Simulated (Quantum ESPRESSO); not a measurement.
**Na (Sodium): from the cell to the phonon bands**

How does Na (Sodium) vibrate, and is this structure a minimum?

Calculated with Quantum ESPRESSO 7.5; DFT LDA, scalar-relativistic, plane waves, PseudoDojo norm-conserving pseudopotentials.

This is a report of a sequence of runs, with most program output left out.

## (1) The structure

Symmetry: Im-3m, No. 229, cubic system. Conventional cell: a = 4.235 Å, b = 4.235 Å, c = 4.235 Å, α = 90.00°, β = 90.00°, γ = 90.00°. Na has 8 Na at 3.67 Å nearest.

## (2) A probe with smearing

A cheap run with smearing and empty bands tells whether the crystal has a gap, which decides between fixed occupations and smearing later on.

Contents of probe.in:

```
&control
   calculation = 'scf'
   prefix = 'x'
   outdir = './tmp'
   pseudo_dir = './pseudo'
   tprnfor = .true.
   tstress = .true.
   verbosity = 'high'
/
&system
   ibrav = 0
   nat = 1
   ntyp = 1
   ecutwfc = 88.0
   occupations = 'smearing'
   smearing = 'gaussian'
   degauss = 0.01
/
&electrons
   conv_thr = 1.0d-07
   mixing_beta = 0.7
   electron_maxstep = 100
/
ATOMIC_SPECIES
 Na     22.9898  Na.upf
CELL_PARAMETERS angstrom
    -2.117500000    2.117500000    2.117500000
     2.117500000   -2.117500000    2.117500000
     2.117500000    2.117500000   -2.117500000
ATOMIC_POSITIONS crystal
 Na     0.000000000   0.000000000   0.000000000
K_POINTS automatic
 6 6 6 0 0 0
```

On the command line:

```console
$ OMP_NUM_THREADS=1 mpirun -n 4 pw.x -nk 4 -in probe.in > probe.out
```

It took 2.5 s on 4 MPI ranks of Intel Xeon at 2.70GHz, shared host; 8.5 s of CPU time.

Read from the output:

```yaml
volume_per_atom: 37.98 Å³
pressure: -0.8480 GPa
gap_on_the_k_mesh: 0 eV
```

No gap opens on this mesh, so smearing is kept; the start stands at -0.85 GPa.

## (3) Relaxation

The relaxation runs at a cutoff a fifth above that of the response, since stress converges more slowly with the basis than frequencies do. Forces and stress are brought to rest with tight thresholds.

Contents of relax.in:

```
&control
   calculation = 'vc-relax'
   prefix = 'x'
   outdir = './tmp'
   pseudo_dir = './pseudo'
   tprnfor = .true.
   tstress = .true.
   forc_conv_thr = 2.0d-05
   etot_conv_thr = 1.0d-07
   nstep = 40
/
&system
   ibrav = 0
   nat = 1
   ntyp = 1
   ecutwfc = 106
   occupations = 'smearing'
   smearing = 'mv'
   degauss = 0.02
/
&electrons
   conv_thr = 1.0d-11
   mixing_beta = 0.7
   electron_maxstep = 100
/
&ions
/
&cell
   press_conv_thr = 0.2
/
ATOMIC_SPECIES
 Na     22.9898  Na.upf
CELL_PARAMETERS angstrom
    -2.117500000    2.117500000    2.117500000
     2.117500000   -2.117500000    2.117500000
     2.117500000    2.117500000   -2.117500000
ATOMIC_POSITIONS crystal
 Na     0.000000000   0.000000000   0.000000000
K_POINTS automatic
 12 12 12 0 0 0
```

On the command line:

```console
$ OMP_NUM_THREADS=1 mpirun -n 4 pw.x -nk 4 -in relax.in > relax.out
```

Run time: 57 s. Hardware: 4 MPI ranks.

Relaxation path:

| step | energy less that of the first step (eV) | largest force (eV/Å) | pressure (GPa) | volume (Å³) |
| --- | --- | --- | --- | --- |
| 1 | 0.0000 | 0.0000 | -0.93 | 37.98 |
| 2 | -0.0010 | 0.0000 | -0.91 | 37.80 |
| 3 | -0.0025 | 0.0000 | -0.87 | 37.53 |
| 4 | -0.0046 | 0.0000 | -0.81 | 37.12 |
| 5 | -0.0075 | 0.0000 | -0.70 | 36.53 |
| 6 | -0.0109 | 0.0000 | -0.54 | 35.64 |
| 7 | -0.0142 | 0.0000 | -0.26 | 34.34 |
| 8 | -0.0150 | 0.0000 | 0.03 | 33.23 |
| 9 | -0.0150 | 0.0000 | 0.00 | 33.33 |
| 10 | -0.0150 | 0.0000 | 0.00 | 33.33 |
| 11 | -0.0150 | 0.0000 | 0.00 | 33.33 |

```csv
"conventional cell, symmetrised",before,after,change
a (Å),4.235,4.054,-4.3 %
b (Å),4.235,4.054,-4.3 %
c (Å),4.235,4.054,-4.3 %
volume (Å³/atom),37.98,33.33,-12.3 %
```

Final coordinates:

```
Na
1.0
    -2.02723    2.02723    2.02723
     2.02723   -2.02723    2.02723
     2.02723    2.02723   -2.02723
Na
1
Direct
  0.00000 0.00000 0.00000
```

The last row of the table of steps is pw.x's closing run on a basis chosen anew for the final cell, so its energy can jump.

This step gave:

| Property | Result |
| --- | --- |
| volume per atom | 33.33 Å³ |
| pressure | 0.002 GPa |

The volume changes by -12.3 % from the cell with which this run began.

## (4) Ground state

Perturbation theory inherits every error of the wavefunctions, so the threshold is set near the limit of the arithmetic. Smearing stays on, as the first look found no gap above 0.3 eV.

Contents of scf.in:

```
&control
   calculation = 'scf'
   prefix = 'x'
   outdir = './tmp'
   pseudo_dir = './pseudo'
   tprnfor = .true.
   tstress = .true.
/
&system
   ibrav = 0
   nat = 1
   ntyp = 1
   ecutwfc = 88.0
   occupations = 'smearing'
   smearing = 'mv'
   degauss = 0.02
/
&electrons
   conv_thr = 1.0d-12
   mixing_beta = 0.7
   electron_maxstep = 100
/
ATOMIC_SPECIES
 Na     22.9898  Na.upf
CELL_PARAMETERS angstrom
    -2.027233451    2.027233451    2.027233451
     2.027233451   -2.027233451    2.027233451
     2.027233451    2.027233451   -2.027233451
ATOMIC_POSITIONS crystal
 Na     0.000000000   0.000000000   0.000000000
K_POINTS automatic
 12 12 12 0 0 0
```

On the command line:

```console
$ OMP_NUM_THREADS=1 mpirun -n 4 pw.x -nk 4 -in scf.in > scf.out
```

Wall time 6.9 s (4 MPI ranks).

Numbers from this step:

- pressure: 0.001 GPa

The cell stands at 0.001 GPa, close enough for phonons.

## (5) Linear response on the mesh

Linear response treats each wavevector in the unit cell, with no supercell; the 4×4×4 mesh fixes the range of the force constants to be had.

Contents of ph.in:

```
phonons
&inputph
   prefix = 'x'
   outdir = './tmp'
   fildyn = 'x.dyn'
   tr2_ph = 1.0d-18
   alpha_mix(1) = 0.4
   nmix_ph = 8
   ldisp = .true.
   nq1 = 4
   nq2 = 4
   nq3 = 4
/
```

On the command line:

```console
$ OMP_NUM_THREADS=1 mpirun -n 4 ph.x -nk 4 -in ph.in > ph.out
```

Elapsed: 23 min, on 4 MPI ranks; 1.5 h of CPU time.

This step gave:

* largest acoustic frequency at the zone centre before the sum rule: 10.69 cm⁻¹
* lowest mode on the q mesh (acoustic ones at the zone centre apart): 23.62 cm⁻¹

Frequencies (cm⁻¹) at each irreducible wavevector; negative means imaginary. Frequencies by wavevector:

| q (fractions) | star | mode 1 | mode 2 | mode 3 |
| --- | --- | --- | --- | --- |
| 0 0 0 | 1 | 10.69 | 10.69 | 10.69 |
| 0 0 0.25 | 12 | 23.62 | 65.76 | 97.46 |
| 0 0 -0.5 | 6 | 31.35 | 92.29 | 137.1 |
| 0 0.25 0.25 | 24 | 56.68 | 98.31 | 127.1 |
| 0.25 0.25 0.25 | 2 | 104.2 | 104.2 | 104.2 |
| 0.25 0.25 -0.25 | 6 | 93.59 | 93.59 | 98.69 |
| 0.25 -0.5 -0.5 | 12 | 91.07 | 113.9 | 133.2 |
| -0.5 -0.5 -0.5 | 1 | 130.9 | 130.9 | 130.9 |

The acoustic modes at Γ come out as far as 10.7 cm⁻¹ from zero, where they should vanish, a sizeable error of basis and grid.

## (6) Fourier transform to real space

The dynamical matrices of the mesh are Fourier-transformed to force constants in real space.

Contents of q2r.in:

```
&input
   fildyn = 'x.dyn'
   zasr = 'simple'
   flfrc = 'x.fc'
/
```

On the command line:

```console
$ q2r.x < q2r.in > q2r.out
```

It took 0.75 s on 1 thread.

## (7) Dispersion

From the force constants any wavevector is cheap; points of the mesh come back as solved, but for the sum rule and, in polar crystals, the LO-TO term at Γ; the rest is interpolation.

Contents of matdyn.in:

```
&input
   asr = 'simple'
   flfrc = 'x.fc'
   flfrq = 'x.freq'
   flvec = 'x.modes'
   q_in_band_form = .true.
   q_in_cryst_coord = .true.
/
8
  0.0000000   0.0000000   0.0000000  12  ! GAMMA
  0.5000000  -0.5000000   0.5000000  12  ! H
 -0.0000000  -0.0000000   0.5000000  12  ! N
  0.0000000   0.0000000   0.0000000  12  ! GAMMA
  0.2500000   0.2500000   0.2500000  12  ! P
  0.5000000  -0.5000000   0.5000000   1  ! H
  0.2500000   0.2500000   0.2500000  12  ! P
 -0.0000000  -0.0000000   0.5000000   1  ! N
```

On the command line:

```console
$ matdyn.x -in matdyn.in > matdyn.out
```

Run time: 0.71 s. Hardware: 1 thread.

Read from the output:

```yaml
lowest_frequency_on_the_path: 0 cm⁻¹
mean_frequency: 91.2 cm⁻¹
debye_temperature_second_moment: 179 K
logarithmic_mean_frequency: 84.4 cm⁻¹
```

Matdyn.x, sum rule simple. Phonon branches along the path, in cm⁻¹:

```
    point  branch 1  branch 2  branch 3
        Γ         0         0         0
  halfway        93        93        98
        H       130       130       130
  halfway        90       113       133
        N        30        92       137
  halfway        21        65        97
        Γ         0         0         0
  halfway        56        56       112
        P       104       104       104
  halfway        71       124       124
        H       130       130       130
jump to P       104       104       104
  halfway        63        98       129
        N        30        92       137
```

Lowest modes at the softest wavevector of the mesh; phase exp(i q.(R + tau)). Modes at q = (0.250, -0.250, 0.000):

| mode | frequency (cm⁻¹) |
| --- | --- |
| 1 | 23.6 |
| 2 | 65.8 |
| 3 | 97.5 |

Displacements in mode 1 (23.6 cm⁻¹), the largest set to 1, in the home cell:
```
Na1 1.00 1.00 0.00
```

Displacements in mode 3 (97.5 cm⁻¹), the largest set to 1, in the home cell:
```
Na1  1.00 -1.00  0.00
```

Force constants by pair (phonopy on the run's constants); pairs near half the supercell's span include their periodic images. Pair force constants, by row:

| atom | neighbour | distance (Å) | third of the trace (eV/Å²) | along the pair's line (eV/Å²) |
| --- | --- | --- | --- | --- |
| Na1 | itself | 0 | 0.787 | – |
| Na1 | Na | 3.511 | -0.0877 | -0.2798 |
| Na1 | Na | 4.054 | -0.0151 | -0.0303 |
| Na1 | Na | 5.734 | 0.0024 | 0.0064 |
| Na1 | Na | 6.724 | -9.00e-4 | -0.0034 |
| Na1 | Na | 7.023 | -0.0033 | -0.0047 |

Harmonic mean-square displacement, third of the trace. Mean-square displacements:

```csv
T (K),Na1 U_eq (Å²)
0,0.00969
100,0.0268
300,0.07586
600,0.1509
```

Mode patterns, pair constants, displacements and means over the zone were worked out by phonopy from the force constants of q2r.x.

All branches are real along the path.

## (8) Sums over the zone

Sums over the zone need many more wavevectors than were solved, so the interpolation is sampled on a dense mesh.

Contents of matdyn.in:

```
&input
   asr = 'simple'
   flfrc = 'x.fc'
   dos = .true.
   fldos = 'x.dos'
   nk1 = 16
   nk2 = 16
   nk3 = 16
   deltaE = 0.3
/
```

On the command line:

```console
$ matdyn.x -in matdyn.in > matdyn.out
```

Run time: 2.3 s. Hardware: 1 thread.

Read from the output:

* share of modes beyond 3i cm⁻¹ on the dense interpolated mesh: 0
* zero-point energy per atom: 16.83 meV
* heat capacity at 300 K: 24.51 J/(mol atoms K)
* vibrational entropy at 300 K: 47.94 J/(mol atoms K)

Tetrahedra. Table of phonon density of states by wavenumber; read off at these points:

```csv
wavenumber (cm⁻¹),phonon density of states (1/cm⁻¹/cell)
0.0,0
5.0,2.2e-4
10.0,4.9e-4
15.0,0.00119
20.0,0.00278
25.0,0.00535
30.0,0.00947
35.0,0.0147
40.0,0.0163
45.0,0.0190
50.0,0.0218
55.0,0.0258
59.4,0.0302
60.0,0.0298
65.0,0.0224
70.0,0.0205
75.0,0.0202
80.0,0.0212
85.0,0.0235
90.0,0.0290
92.7,0.0365
95.0,0.0358
100.0,0.0329
105.0,0.0287
110.0,0.0268
115.0,0.0274
120.0,0.0311
125.0,0.0550
130.0,0.0738
135.0,0.0178
```

Harmonic thermodynamic functions per atom, summed over the density of states scaled to three modes an atom; melting is ignored. Thermodynamic functions:

| T (K) | F_vib (meV/atom) | S (J/mol-atom/K) | C_V (J/mol-atom/K) |
| --- | --- | --- | --- |
| 0 | 16.83 | 0 | 0 |
| 50 | 15.16 | 9.372 | 14.64 |
| 100 | 6.8 | 22.17 | 21.45 |
| 200 | -25.23 | 38.09 | 23.99 |
| 300 | -70.13 | 47.94 | 24.51 |
| 400 | -123.7 | 55.02 | 24.7 |
| 500 | -183.6 | 60.54 | 24.79 |
| 600 | -248.8 | 65.06 | 24.83 |
| 700 | -318.3 | 68.89 | 24.86 |
| 800 | -391.4 | 72.21 | 24.88 |
| 900 | -467.8 | 75.14 | 24.89 |
| 1000 | -547.1 | 77.77 | 24.9 |

At 300 K the heat capacity has reached 98 % of the Dulong-Petit value.

## (9) The dispersion under another sum rule (asr all)

The sum rule corrects the force constants themselves, so it can shift branches at any wavevector, low ones most.

Contents of matdyn.in:

```
&input
   asr = 'all'
   flfrc = 'x.fc'
   flfrq = 'x.freq'
   flvec = 'x.modes'
   q_in_band_form = .true.
   q_in_cryst_coord = .true.
/
8
  0.0000000   0.0000000   0.0000000   8  ! GAMMA
  0.5000000  -0.5000000   0.5000000   8  ! H
 -0.0000000  -0.0000000   0.5000000   8  ! N
  0.0000000   0.0000000   0.0000000   8  ! GAMMA
  0.2500000   0.2500000   0.2500000   8  ! P
  0.5000000  -0.5000000   0.5000000   1  ! H
  0.2500000   0.2500000   0.2500000   8  ! P
 -0.0000000  -0.0000000   0.5000000   1  ! N
```

On the command line:

```console
$ matdyn.x -in matdyn.in > matdyn.out
```

The job ended after 0.7 s (1 thread).

At the labelled points the branches move by no more than 1.9 cm⁻¹.

## (10) Summary of results

- space group after relaxation: Im-3m
- volume per atom: 33.3 Å³
- q mesh: 4×4×4
- lowest mode on the q mesh (acoustic ones at the zone centre apart): 23.6 cm⁻¹
- zero-point energy per atom: 16.8 meV
- heat capacity at 300 K: 24.5 J/(mol atoms K)
- vibrational entropy at 300 K: 47.9 J/(mol atoms K)
- imaginary modes on the q mesh: none

**Reading.** Na (Sodium) is dynamically stable on the 4×4×4 mesh; its spectrum reaches 137 cm⁻¹. These are harmonic frequencies at zero temperature: anharmonic shifts and linewidths and thermal expansion are left out. In a metal the frequencies hang on the k mesh and the smearing, most of all near Kohn anomalies.

[Host names and launcher messages were left out of these logs when they were recorded.]

[Logs are printed without paths, hosts, clocks, repeated set-up lines and the standing remarks that a program may print on its own settings, such as how far it seeks lower states.]

[Hosts, paths, dates, database ids (printed as entryN), source tags and the programs' standing remarks are cut or masked in the printed files.]
